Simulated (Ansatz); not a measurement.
# Sr on Y(0001): change of the work function, part 5 of 5

Wanted: Δφ(θ) for Sr/Y(0001), starting from the hcp site.

Ansatz 0.2.0; plane-wave DFT, PBEsol, Ansatz PAW.

So far, work function, upper face (eV): step 2 (the clean slab) 3.41; step 3 (adsorbate added, k-mesh 4×4×1, coverage 0.111 ML) 2.82; step 4 (adsorbate added, k-mesh 5×5×1, coverage 0.25 ML) 2.38; step 6 (the slab at 0.25 ML, atoms frozen) 2.38; step 7 (the substrate of the 0.25 ML cell alone) 3.41.

## 10. The same run with other settings: relax.f_tol = 0.1 and relax.max_displacement = 0.3

This step: plane-wave DFT, PBEsol, Ansatz PAW (Ansatz 0.2.0).

System of this step: Sr/Y(0001). The cell holds 17 atoms: 16 Y and 1 Sr. Its edges and angles: a = 7.300 Å, b = 7.300 Å, c = 29.833 Å, α = 90.0°, β = 90.0°, γ = 60.0°. Vacuum lies along c.

A run with a changed input: it repeats the earlier run at 0.25 ML with relax.f_tol from 0.02 to 0.1 and relax.max_displacement to 0.3; its output block differs too.

Contents of input.yaml:

```yaml
crystal:
  lattice:
    - [7.3, 0.0, 0.0]
    - [3.65, 6.3219854476, 0.0]
    - [0.0, 0.0, 29.8326087914]
  atoms:
    - { symbol: "Y", position: [0.3333333333, 0.3333333333, 0.3016833044] }
    - { symbol: "Y", position: [0.0, 0.0, 0.3977887111] }
    - { symbol: "Y", position: [0.3333333333, 0.3333333333, 0.4920653612] }
    - { symbol: "Y", position: [0.0, 0.0, 0.5826788477] }
    - { symbol: "Y", position: [0.3333333333, 0.8333333333, 0.3016833044] }
    - { symbol: "Y", position: [0.0, 0.5, 0.3977887111] }
    - { symbol: "Y", position: [0.3333333333, 0.8333333333, 0.4920653612] }
    - { symbol: "Y", position: [0.0, 0.5, 0.5826788477] }
    - { symbol: "Y", position: [0.8333333333, 0.3333333333, 0.3016833044] }
    - { symbol: "Y", position: [0.5, 0.0, 0.3977887111] }
    - { symbol: "Y", position: [0.8333333333, 0.3333333333, 0.4920653612] }
    - { symbol: "Y", position: [0.5, 0.0, 0.5826788477] }
    - { symbol: "Y", position: [0.8333333333, 0.8333333333, 0.3016833044] }
    - { symbol: "Y", position: [0.5, 0.5, 0.3977887111] }
    - { symbol: "Y", position: [0.8333333333, 0.8333333333, 0.4920653612] }
    - { symbol: "Y", position: [0.5, 0.5, 0.5826788477] }
    - { symbol: Sr, position: [0.3333333333, 0.3333333333, 0.6983166956] }
kpoints:
  mp_grid: { grid: [5, 5, 1] }
hamiltonian:
  xc: pbesol
scf:
  occupations: { method: fermi_dirac, width: 0.1 }
  convergence: { dr2_threshold: 1.0e-08 }
efield:
  axis: 3
  dipole_correction: true
  ramp_position: 0.97
  ramp_width: 0.06
relax:
  f_tol: 0.1
  max_steps: 60
  constraints: [{ sites: [0, 1, 4, 5, 8, 9, 12, 13] }]
  max_displacement: 0.3
output:
  bader: true
  dos: { projected: true, e_range: [-8, 4] }
  write_potential: true
  write_density: true
  volumetric_format: npy
```

Command:

```
> ansatz run input.yaml --threads 4 --pin off --max-ram 12288MiB --backend cpu --events-out ev --progress --plain --runs-dir out
```

Numbers of over 12 decimals in the logs are rounded to 6 here.

The program printed:

```text
[...]
Crystal: 17 atoms, lattice volume = 1376.790 Å³
Basis set: ecut = 420 eV, 26871 PW (Γ), exchange–correlation on 100×100×400 points (8 copies of the dense FFT grid, shifted against one another)
Bands: 112, of which v1, the nominal top of the filled ones, is band 93 counted from 1 (92 counted from 0)
Symmetry: 6 space group operations
[...]
k-points: 5 of 25 (time reversal used)
[...]
SCF iter   1: F=—  HF=-64208.483145 eV  |F-HF|=—  |Δ(HF+E_count)|=         —  Δρ=6.65e-3  dr2=5.40e1  ethr=1.77e-3  p=0.547 e·Å  D=7.19e-2 V/Å  ΔV_dip=-2.14 eV  dr2_dipole=3.43e1  V_vac-E_F(+/−)=1.04/3.18 eV  ⟨swp⟩=15.8  Hψ=3242  notcnv=0  defer=3
[...]
SCF iter  11: F=-64207.543755 eV  HF=-64207.543755 eV  |F-HF|=2.19e-9  |Δ(HF+E_count)|=   2.02e-8  Δρ=3.23e-7  dr2=4.85e-9  ethr=5.38e-12  p=0.282 e·Å  D=3.71e-2 V/Å  ΔV_dip=-1.11 eV  dr2_dipole=4.31e-10  V_vac-E_F(+/−)=2.31/3.42 eV  ⟨swp⟩=12.4  Hψ=4743  notcnv=0
SCF 1 converged in 11 iterations: F = -64207.543755 eV  dr2 = 4.85e-9
[...]
relax step   1: F+E_penalty+E_count = -64207.54375486 eV  Δ(F+E_penalty+E_count) = +0.000e0 eV  max|allowed force component| = 6.313e-1 eV/Å  Δτ_max = 0.0000 Å  (11 SCF iters, accepted)
[...]
SCF iter   9: F=-64207.646754 eV  HF=-64207.646754 eV  |F-HF|=2.01e-9  |Δ(HF+E_count)|=   3.73e-8  Δρ=3.66e-7  dr2=4.61e-9  ethr=1.03e-12  p=0.281 e·Å  D=3.69e-2 V/Å  ΔV_dip=-1.10 eV  dr2_dipole=2.59e-10  V_vac-E_F(+/−)=2.32/3.42 eV  ⟨swp⟩=11.8  Hψ=4315  notcnv=0
SCF 2 converged in 9 iterations: F = -64207.646754 eV  dr2 = 4.61e-9
relax step   2: F+E_penalty+E_count = -64207.64675431 eV  Δ(F+E_penalty+E_count) = -1.030e-1 eV  max|allowed force component| = 5.193e-1 eV/Å  Δτ_max = 0.1586 Å  (9 SCF iters, accepted)
[...]
SCF iter   9: F=-64207.720553 eV  HF=-64207.720553 eV  |F-HF|=2.82e-9  |Δ(HF+E_count)|=   4.86e-8  Δρ=3.74e-7  dr2=6.78e-9  ethr=5.38e-12  p=0.259 e·Å  D=3.40e-2 V/Å  ΔV_dip=-1.01 eV  dr2_dipole=1.11e-9  V_vac-E_F(+/−)=2.40/3.42 eV  ⟨swp⟩=10.0  Hψ=4726  notcnv=0
SCF 3 converged in 9 iterations: F = -64207.720553 eV  dr2 = 6.78e-9
relax step   3: F+E_penalty+E_count = -64207.72055315 eV  Δ(F+E_penalty+E_count) = -7.380e-2 eV  max|allowed force component| = 1.542e-1 eV/Å  Δτ_max = 0.2945 Å  (9 SCF iters, accepted)
SCF iter   1: F=—  HF=-64207.747218 eV  |F-HF|=—  |Δ(HF+E_count)|=         —  Δρ=1.31e-3  dr2=6.61e-1  ethr=1.92e-3  p=0.259 e·Å  D=3.40e-2 V/Å  ΔV_dip=-1.01 eV  dr2_dipole=1.28e-1  V_vac-E_F(+/−)=2.41/3.42 eV  ⟨swp⟩=2.6  Hψ=836  notcnv=0
[...]
SCF iter   9: F=-64207.728846 eV  HF=-64207.728846 eV  |F-HF|=2.62e-10  |Δ(HF+E_count)|=   8.25e-9  Δρ=2.05e-7  dr2=1.22e-9  ethr=5.38e-12  p=0.266 e·Å  D=3.49e-2 V/Å  ΔV_dip=-1.04 eV  dr2_dipole=6.48e-11  V_vac-E_F(+/−)=2.37/3.42 eV  ⟨swp⟩=10.2  Hψ=3579  notcnv=0
SCF 4 converged in 9 iterations: F = -64207.728846 eV  dr2 = 1.22e-9
relax step   4: F+E_penalty+E_count = -64207.72884626 eV  Δ(F+E_penalty+E_count) = -8.293e-3 eV  max|allowed force component| = 4.252e-2 eV/Å  Δτ_max = 0.0556 Å  (9 SCF iters, accepted)
[...]
SCF converged after 9 iterations
Free energy (F): -64207.728846 eV
[...]
Internal energy: -64206.597464 eV  (E = F + TS)
E sigma→0 (E₀):  -64207.163155 eV
Entropy (-TS):   -1.131382 eV (-66.552 meV/atom)
Fermi energy:    2.136060 eV
Dipole field:    D = 0.034929 V/Å  (p = 0.265759 e·Å, saw-weighted, corrected)
Work function:   Φ+ = 2.3749 eV   Φ− = 3.4169 eV
[...]
--- Forces (eV/Å), atoms counted from 1 ---
  atom   1  Y      0.00000000     0.00000000     0.30617422
  atom   2  Y      0.00000000    -0.00000000    -0.32013804
  atom   3  Y     -0.00000000     0.00000000    -0.04137872
  atom   4  Y     -0.00000000    -0.00000000     0.01366877
  atom   5  Y     -0.00130086     0.00075105     0.30888026
  atom   6  Y     -0.01334805     0.00770650    -0.31188702
  atom   7  Y     -0.00138665     0.00080058    -0.01622686
  atom   8  Y      0.00401844    -0.00232005     0.04252183
  atom   9  Y     -0.00000000    -0.00150210     0.30888026
  atom  10  Y      0.00000000    -0.01541300    -0.31188702
  atom  11  Y      0.00000000    -0.00160117    -0.01622686
  atom  12  Y     -0.00000000     0.00464009     0.04252183
  atom  13  Y      0.00130086     0.00075105     0.30888026
  atom  14  Y      0.01334805     0.00770650    -0.31188702
  atom  15  Y      0.00138665     0.00080058    -0.01622686
  atom  16  Y     -0.00401844    -0.00232005     0.04252183
  atom  17  Sr    -0.00000000    -0.00000000    -0.02820213
  max |Σ_I F_I| component: 1.13e-5 eV/Å
--- Band table (eV; the first three rows and the last of 5) ---
  k-point 0: bands = [... 89 lower, 1.9043, 1.9689, 2.0390, 2.0397, 2.0397, 2.3151, 2.4530, 2.5260, ... 15 higher]
  k-point 1: bands = [... 89 lower, 1.9271, 1.9739, 2.0530, 2.0567, 2.0951, 2.3260, 2.4200, 2.4582, ... 15 higher]
  k-point 2: bands = [... 89 lower, 1.8964, 1.9500, 2.1252, 2.1575, 2.1809, 2.2115, 2.2365, 2.2430, ... 15 higher]
  k-point 4: bands = [... 89 lower, 1.9860, 2.0299, 2.0394, 2.0723, 2.1278, 2.2196, 2.2378, 2.2606, ... 15 higher]
--- Relaxed structure (4 steps of the walk, 4 accepted, 0 SCFs on fresh bases) ---
  F+E_penalty+E_count = -64207.72884626 eV   max|allowed force component| = 4.252e-2 eV/Å
  atoms:
    - { symbol: Y, position: [0.333333, 0.333333, 0.3016833044] }
    - { symbol: Y, position: [1.632680918509386e-17, 1.632680918509386e-17, 0.397789] }
    - { symbol: Y, position: [0.333333, 0.333333, 0.490388] }
    - { symbol: Y, position: [1.632680918509386e-17, 1.632680918509386e-17, 0.589728] }
    - { symbol: Y, position: [0.333333, 0.833333, 0.3016833044] }
    - { symbol: Y, position: [8.326672684688674e-17, 0.500000, 0.397789] }
    - { symbol: Y, position: [0.330148, 0.834926, 0.492393] }
    - { symbol: Y, position: [0.00628882, 0.496856, 0.580942] }
    - { symbol: Y, position: [0.833333, 0.333333, 0.3016833044] }
    - { symbol: Y, position: [0.5, 1.632680918509386e-17, 0.397789] }
    - { symbol: Y, position: [0.834926, 0.330148, 0.492393] }
    - { symbol: Y, position: [0.496856, 0.00628882, 0.580942] }
    - { symbol: Y, position: [0.833333, 0.833333, 0.3016833044] }
    - { symbol: Y, position: [0.5, 0.500000, 0.397789] }
    - { symbol: Y, position: [0.834926, 0.834926, 0.492393] }
    - { symbol: Y, position: [0.496856, 0.496856, 0.580942] }
    - { symbol: Sr, position: [0.333333, 0.333333, 0.684615] }
--- Bader charges: 17 sites ---
  site symbol  charge [e]  shift [e] shared [e]
     0      Y     -0.0665     0.0000    -0.0858
     1      Y      0.1623     0.0000     0.0926
     2      Y      0.0334     0.0000     0.0279
     3      Y      0.0860     0.0000     0.0743
     4      Y     -0.0654     0.0000    -0.0829
     5      Y      0.1301     0.0000     0.0964
     6      Y      0.1045     0.0000     0.0871
     7      Y     -0.3088     0.0000    -0.3088
     8      Y     -0.0654     0.0000    -0.0829
     9      Y      0.1301     0.0000     0.0964
    10      Y      0.1045     0.0000     0.0871
    11      Y     -0.3090     0.0000    -0.3090
    12      Y     -0.0654     0.0000    -0.0829
    13      Y      0.1301     0.0000     0.0962
    14      Y      0.1045     0.0000     0.0877
    15      Y     -0.3089     0.0000    -0.3089
    16     Sr      0.5154     0.0000     0.5154
  maxima off the nuclei: 5, with 0.3114 electrons
[...]
charge, to which what the maxima have on the atom's side is counted
  estimated error of the sums over rays = 5.6e-4 e
```

Run time: 2.5 min. Hardware: 4 threads of Arm Neoverse V1, shared host; peak memory 3.3 GiB; 9.7 min of CPU time.

The steps of the relaxation:

```
step  energy less that of the first step (eV)  largest force component (eV/Å)
   1                                   0.0000                          0.6313
   2                                  -0.1030                          0.5192
   3                                  -0.1768                          0.1542
   4                                  -0.1851                          0.0425
```

Forces are held to the 6 operations that the run works with; a distortion that breaks them can't arise in this run.

The atoms that moved most (Å):

```
atom      dx      dy      dz  length
Sr17   0.000   0.000  -0.409   0.409
  Y4   0.000   0.000   0.210   0.210
  Y8   0.034  -0.020  -0.052   0.065
 Y16  -0.034  -0.020  -0.052   0.065
 Y12   0.000   0.040  -0.052   0.065
  Y3   0.000   0.000  -0.050   0.050
 Y15   0.017   0.010   0.010   0.022
 Y11   0.000  -0.020   0.010   0.022
```

The relaxed structure:

```
Y Sr
1.0
     7.30000    0.00000    0.00000
     3.65000    6.32199    0.00000
     0.00000    0.00000   29.83261
Y Sr
16 1
Direct
  0.33333 0.33333 0.30168
  0.00000 0.00000 0.39779
  0.33333 0.33333 0.49039
  0.00000 0.00000 0.58973
  0.33333 0.83333 0.30168
  0.00000 0.50000 0.39779
  0.33015 0.83493 0.49239
  0.00629 0.49686 0.58094
  0.83333 0.33333 0.30168
  0.50000 0.00000 0.39779
  0.83493 0.33015 0.49239
  0.49686 0.00629 0.58094
  0.83333 0.83333 0.30168
  0.50000 0.50000 0.39779
  0.83493 0.83493 0.49239
  0.49686 0.49686 0.58094
  0.33333 0.33333 0.68462
```

Numbers from this step:

- energy at zero smearing: -64207.1632 eV
- work function, upper face: 2.375 eV
- dipole along the normal: 0.2658 e·Å
- step between the vacuum levels: -1.042 eV

The density of states has structure finer than the step of the table below, so its rows give means over 0.25 eV, whole bins alone (the curve runs from -8 to 0.78 eV). Peaks (eV: height): -0.870: 31.5, -0.510: 32.0, -0.240: 63.5, -0.150: 37.2, -0.030: 56.0, 0.120: 56.2, 0.270: 56.3.

The density of states by energy, zero at the Fermi level; means over each step:

```
energy (eV)  density of states (states/eV a cell)
      -4.75                                     0
      -4.50                                0.0298
      -4.25                                  1.31
      -4.00                                  1.44
      -3.75                                  2.11
      -3.50                                  3.58
      -3.25                                  3.74
      -3.00                                  3.18
      -2.75                                  3.71
      -2.50                                  6.97
      -2.25                                  8.82
      -2.00                                  4.09
      -1.75                                  18.5
      -1.50                                  12.6
      -1.25                                  17.5
      -1.00                                  20.3
      -0.75                                  19.5
      -0.50                                  20.8
      -0.25                                  32.1
       0.00                                  33.6
       0.25                                  38.8
       0.50                                  22.9
```

Projected DOS per atom over height of the atomic layer and energy from the Fermi level. Layers: Y4 Y4 Y4 Y4 Sr from below.

Values in states/eV, 22 rows by 5 columns, each cell a mean:
```
1.95 0.81 0.74 0.90 0.27
2.74 1.41 1.35 2.34 0.21
2.03 1.93 1.92 2.24 0.16
1.06 1.02 1.13 1.31 1.10
1.02 1.17 1.20 1.09 0.81
0.89 0.97 0.96 0.90 0.25
0.76 0.84 0.84 0.75 0.27
0.41 0.57 0.56 0.39 0.12
0.43 0.29 0.28 0.41 0.18
0.24 0.21 0.20 0.23 0.05
0.22 0.20 0.19 0.21 0.04
0.10 0.15 0.14 0.10 0.01
0.05 0.11 0.10 0.05 0.01
0.00 0.00 0.00 0.00 0.00
0.00 0.00 0.00 0.00 0.00
0.00 0.00 0.00 0.00 0.00
0.00 0.00 0.00 0.00 0.00
0.00 0.00 0.00 0.00 0.00
0.00 0.00 0.00 0.00 0.00
0.00 0.00 0.00 0.00 0.00
0.00 0.00 0.00 0.00 0.00
0.00 0.00 0.00 0.00 0.00
```
Columns: height of the atomic layer (Å) from 9 to 20.4 (not evenly spaced); rows upwards: energy from the Fermi level (eV) from -7.96 to 0.745.

```
                      quantity  this run  earlier run  difference
work function, upper face (eV)     2.375        2.379     -0.0042
work function, lower face (eV)     3.417        3.417     -3.2e-5
 dipole along the normal (e·Å)    0.2658       0.2647      0.0011
```

Nothing in the table moves by 0.01 in its unit (for the dipole 0.5 % and 5e-5 e·Å). The run took 38 SCF cycles against 55.

## 11. A changed input

System of this step: Y(0001). The cell holds 4 atoms: 4 Y. Cell: a = 3.650 Å, b = 3.650 Å, c = 26.601 Å, α = 90.0°, β = 90.0°, γ = 60.0°. Vacuum lies along c.

An input spoilt on purpose, to show how the run answers: it repeats the earlier run at 0 ML with efield.axis from 3 to 0, and scf.max_iter set to 100.

Contents of input.yaml:

```yaml
crystal:
  lattice:
    - [3.65, 0.0, 0.0]
    - [1.825, 3.1609927238, 0.0]
    - [0.0, 0.0, 26.601225]
  atoms:
    - { symbol: "Y", position: [0.6666666667, 0.6666666667, 0.3383302837] }
    - { symbol: "Y", position: [0.0, 0.0, 0.4461100946] }
    - { symbol: "Y", position: [0.6666666667, 0.6666666667, 0.5538899054] }
    - { symbol: "Y", position: [0.0, 0.0, 0.6616697163] }
kpoints:
  mp_grid: { grid: [10, 10, 1] }
hamiltonian:
  xc: pbesol
scf:
  occupations: { method: fermi_dirac, width: 0.1 }
  convergence: { dr2_threshold: 1.0e-08 }
  max_iter: 100
efield:
  axis: 0
  dipole_correction: true
  ramp_position: 0.97
  ramp_width: 0.06
relax:
  f_tol: 0.02
  max_steps: 60
  constraints: [{ sites: [0, 1] }]
output:
  write_potential: true
  write_density: true
  volumetric_format: npy
```

The program printed:

```text
Error: invalid value for `efield.axis`: must be in [1, 3]; got 0
```

Run time: 0.02 s. Hardware: 4 threads; peak memory 0.032 GiB.

The input was rejected at the start.

The program's message: “Error: invalid value for `efield.axis`: must be in [1, 3]; got 0”

The fault put into the input: an axis of 0, outside the range 1 to 3.

## 12. What came out

```
work function of the clean face                                                           : 3.41 eV
work function at 0.11 ML                                                                  : 2.82 eV
work function at 0.25 ML                                                                  : 2.38 eV
dipole per adsorbate at 0.11 ML, positive end outwards                                    : 1.60 D
step of the potential from the moved charge at 0.25 ML, upper less lower side, atoms held : -1.02 eV
```

In words: Sr lowers the work function of Y(0001) at the lowest coverage, by 0.59 eV: the adsorbate layer has its positive end outwards. The slab has 4 layers, at the tabulated experimental lattice constant, one starting site was run, and quantum-size effects of a slab this thin can reach one or two tenths of an eV.

[Logs are printed without paths, hosts, clocks, repeated set-up lines and the standing remarks that a program may print on its own settings, such as how far it seeks lower states.]

[Hosts, paths, dates, database ids (printed as entryN), source tags and the programs' standing remarks are cut or masked in the printed files.]

[Maps of the electrostatic potential energy from Ansatz leave out the sawtooth potential of an applied field or a dipole correction, so their vacuum need not be flat; planar profiles and work functions include it.]

[The density of states shown here was stored with 400 of the rows of the run's finer table, so its peaks can read low, often by over a quarter, or be missed, and its means over a window can be off by a tenth or more.]
